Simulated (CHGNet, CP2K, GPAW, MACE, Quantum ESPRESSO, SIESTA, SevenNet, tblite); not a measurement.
# Random packing of Si51C37H13 (at. %) (71 atoms): atom by atom

Calculated values (SIESTA 5.4.2, Kohn-Sham DFT, PBE, PseudoDojo 0.4.1 norm-conserving pseudopotentials (converted to PSML), numerical atomic orbitals (TZP), diagonalisation; shift 0.01 Ry; mesh 300 Ry; levels smeared at 580 K; Γ point; density 2.26 g/cm³) for the built cell with every atom moved at random.

Cell vectors (Å):

```
9.930 0.000 0.000
0.000 9.930 0.000
0.000 0.000 9.930
```

Positions (Å):

```
1 Si 2.939 3.570 8.212
2 Si 0.479 2.590 4.056
3 Si 4.068 1.525 7.915
4 Si 3.503 4.325 4.860
5 Si 7.674 5.602 8.212
6 Si 8.063 5.528 2.954
7 Si 7.412 1.663 7.278
8 Si 4.953 9.671 0.745
9 Si 5.615 6.960 9.523
10 Si 2.817 1.026 5.254
11 Si 6.732 5.082 0.902
12 Si 1.796 3.403 6.253
13 Si 8.857 3.595 2.892
14 Si 0.295 3.620 9.123
15 Si 4.340 2.806 0.328
16 Si 0.342 5.990 0.003
17 Si 8.613 6.241 5.294
18 Si 3.626 5.450 7.322
19 Si 0.821 6.784 7.357
20 Si 7.293 8.645 0.574
21 Si 3.683 7.540 8.580
22 Si 6.519 8.367 3.906
23 Si 8.996 2.145 0.890
24 Si 5.735 7.932 1.939
25 Si 8.608 1.451 2.865
26 Si 7.749 9.421 2.477
27 Si 9.726 8.156 3.568
28 Si 4.597 9.632 4.545
29 Si 6.314 1.673 9.881
30 Si 1.091 1.598 7.564
31 Si 5.739 1.849 5.887
32 Si 2.513 5.658 9.289
33 Si 2.226 3.599 2.968
34 Si 6.602 0.809 4.195
35 Si 3.686 0.442 2.412
36 Si 7.005 8.720 8.076
37 C 9.886 5.233 3.574
38 C 0.514 9.794 6.736
39 C 5.257 4.134 6.212
40 C 1.654 0.599 3.305
41 C 7.150 8.421 5.915
42 C 2.186 2.788 0.109
43 C 6.108 3.151 7.974
44 C 7.087 4.229 4.177
45 C 0.525 7.201 1.431
46 C 8.096 0.593 0.405
47 C 9.879 5.039 6.193
48 C 8.583 3.002 8.186
49 C 7.649 3.369 6.369
50 C 5.690 1.612 2.327
51 C 3.957 7.807 3.797
52 C 5.521 2.897 4.338
53 C 5.831 6.970 7.494
54 C 4.565 5.189 0.555
55 C 2.844 8.700 2.208
56 C 1.849 5.826 5.218
57 C 9.689 2.603 6.293
58 C 4.850 6.170 2.335
59 C 4.959 7.152 5.814
60 C 8.939 0.349 4.642
61 C 5.869 0.346 7.411
62 C 0.107 0.767 9.135
63 H 2.204 9.316 9.464
64 H 0.861 4.586 1.767
65 H 2.699 8.074 5.647
66 H 4.079 2.766 2.957
67 H 8.367 7.597 8.942
68 H 2.711 6.536 3.025
69 H 9.087 7.983 6.589
70 H 1.039 1.291 1.182
71 H 8.301 7.230 2.094
```

Q: Give the force and the charge of every atom.

Columns: atom, q, fx, fy, fz (forces in eV/Å, q the Hirshfeld charge in e).

```
1 -0.01 -0.658 -2.184 2.121
2 0.08 1.197 -2.717 2.677
3 0.06 1.275 -0.665 -0.665
4 0.09 0.892 1.193 0.735
5 0.14 -0.800 -0.093 -0.223
6 0.05 -2.369 4.291 0.477
7 0.11 1.521 0.373 3.035
8 0.05 -0.223 0.607 -2.100
9 0.04 0.933 -1.608 0.303
10 0.07 -1.650 -0.163 -0.406
11 0.11 -1.473 0.002 -0.756
12 0.05 -1.665 0.904 -1.650
13 0.02 -0.232 0.087 -0.476
14 0.09 -0.356 -1.169 0.970
15 0.12 -2.045 1.537 0.591
16 0.04 -0.531 0.301 0.906
17 0.10 0.973 0.072 0.393
18 0.05 2.056 1.687 -4.118
19 0.14 -0.298 -0.815 -1.733
20 0.07 1.718 0.435 -5.708
21 0.05 -1.765 1.977 -1.093
22 0.05 -0.021 -1.850 6.259
23 0.06 2.762 0.916 -3.469
24 0.02 -3.566 -3.857 0.946
25 0.02 0.402 -2.065 4.107
26 0.01 2.721 0.310 1.022
27 0.17 -0.062 0.302 -0.471
28 0.05 -1.134 -1.515 0.645
29 0.10 1.320 -0.539 -0.053
30 0.06 -1.371 -2.061 0.135
31 0.07 -3.443 1.650 1.174
32 0.05 0.614 0.063 2.521
33 0.13 0.350 0.204 -1.788
34 0.07 1.413 0.655 -2.519
35 0.06 -1.986 2.325 2.241
36 0.12 -1.316 -0.551 -2.930
37 -0.09 -0.784 -0.516 -0.016
38 -0.07 0.088 0.927 0.182
39 -0.07 -0.909 -0.678 0.451
40 -0.12 1.578 0.983 0.399
41 -0.07 0.243 -0.774 -0.021
42 -0.13 0.720 0.757 -0.191
43 -0.10 -0.892 -0.315 -1.297
44 -0.06 -0.226 -1.118 -0.125
45 -0.08 -0.614 -0.087 0.818
46 -0.12 -1.462 -0.778 -1.324
47 -0.12 1.314 1.824 0.002
48 -0.10 0.030 0.064 -1.827
49 -0.04 0.753 0.080 0.519
50 -0.10 -0.845 -0.713 0.197
51 -0.03 -0.856 0.305 -1.596
52 -0.07 1.947 2.328 -0.640
53 -0.11 0.095 1.010 -0.847
54 -0.12 1.316 0.362 1.505
55 -0.07 0.416 -1.073 1.271
56 -0.05 0.522 -1.026 1.376
57 -0.06 0.794 0.300 -0.636
58 -0.10 0.237 -0.198 -2.144
59 -0.01 1.070 0.029 2.637
60 -0.08 -0.222 0.219 -0.553
61 -0.16 1.134 0.905 0.607
62 -0.05 0.004 0.441 0.289
63 -0.06 0.356 -0.343 -0.503
64 -0.05 0.761 -0.342 0.813
65 -0.03 0.122 -0.238 -0.105
66 -0.04 -0.350 -0.255 -0.269
67 -0.07 -0.467 0.036 -0.540
68 0.01 0.968 0.791 0.421
69 -0.04 0.134 -0.471 -0.076
70 -0.01 -0.435 0.569 -0.372
71 -0.05 0.276 -1.044 0.498
```

Only the Γ point is sampled, in a cell whose shortest periodic width is 10 Å.

The r.m.s. force component is 1.44 eV/Å; the longest force, 6.53 eV/Å, acts on Si22.

[Logs are printed without paths, hosts, clocks, repeated set-up lines and the standing remarks that a program may print on its own settings, such as how far it seeks lower states.]

[Hosts, paths, dates, database ids (printed as entryN), source tags and the programs' standing remarks are cut or masked in the printed files.]
